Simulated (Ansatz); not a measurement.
**NiGe (Pnma): the Drude term of Re ε in the infrared**

Re ε of NiGe (Pnma) along x at low photon energies is read from one computed spectrum; the carriers' damping was typed as γ = 0.03 eV. x, y and z are the Cartesian axes of the input cell.

The structure is orthorhombic, space group Pnma (No. 62). The conventional cell has a = 5.381 Å, b = 3.428 Å, c = 5.811 Å, α = 90.00°, β = 90.00°, γ = 90.00°. Ge on site c is surrounded by 6 Ni at 2.33 to 2.49 Å. Ni on site c is surrounded by 6 Ge at 2.33 to 2.49 Å.

Method: Ansatz 0.2.0, PBE, independent particles, k-mesh 4×6×4 with interpolation inside its cells, Gaussian parameter 0.15 eV.

Launch of the response step: `ansatz run input.yaml --threads 4 --pin off --max-ram 8192MiB --backend cpu --events-out ev --progress --plain --runs-dir out`. The run took 35.5 min, on 4 threads of Intel(R) Xeon(R) Processor @ 2.50GHz (Skylake/Cascade Lake) (shared host).

```tsv
photon energy E (eV)	wavelength (µm)	Re ε
0.25	4.96	?
0.30	4.13	-253.5
0.35	3.54	-187.5
0.40	3.10	-143.7
0.50	2.48	-86.8
0.60	2.07	-52.7
0.70	1.77	-31.8
```

A Drude term over a constant background gives Re ε = ε_b − ωp²/(E² + γ²), linear in 1/(E² + γ²).

Working, on the rows shown:

| x = 1/(E² + γ²) (eV⁻²) | y = Re ε |
| --- | --- |
| 11.0011 | -253.5 |
| 8.10373 | -187.5 |
| 6.21504 | -143.7 |
| 3.98565 | -86.8 |
| 2.77085 | -52.7 |
| 2.03707 | -31.8 |

Means: x̄ = 5.6856, ȳ = -126. Σ(x − x̄)(y − ȳ) = -1460, Σ(x − x̄)² = 59.08. Slope = -1460 / 59.08 = -24.71; intercept = ȳ − slope · x̄ = 14.485. The line misses the rows shown by at most 4.6.

**Question.** What does the fit predict for the withheld row, and how well does it do?

**Answer.** At x = 15.773 the line gives y = -375.25. The run gave -365.8, so the extrapolation is off by 9.4, 3 % of the range in the table.

Refitted with all rows, the slope is -24.15 and the intercept 11.855. These give ωp = √(−slope) = 4.91 eV, against 5.14 eV from the program's Fermi-surface sum, and an intercept of 11.9. Taking the program's Drude term off the rows leaves 51 at the lowest energy and 22 at the highest, so the background isn't constant: interband transitions lie in or near the window, and neither fitted number can be trusted. The values come from a sum over the points of one k-mesh and carry its error, which is largest for Fermi-surface quantities. Spin-orbit coupling is left out.

[Logs are printed without paths, hosts, clocks, repeated set-up lines and the standing remarks that a program may print on its own settings, such as how far it seeks lower states.]
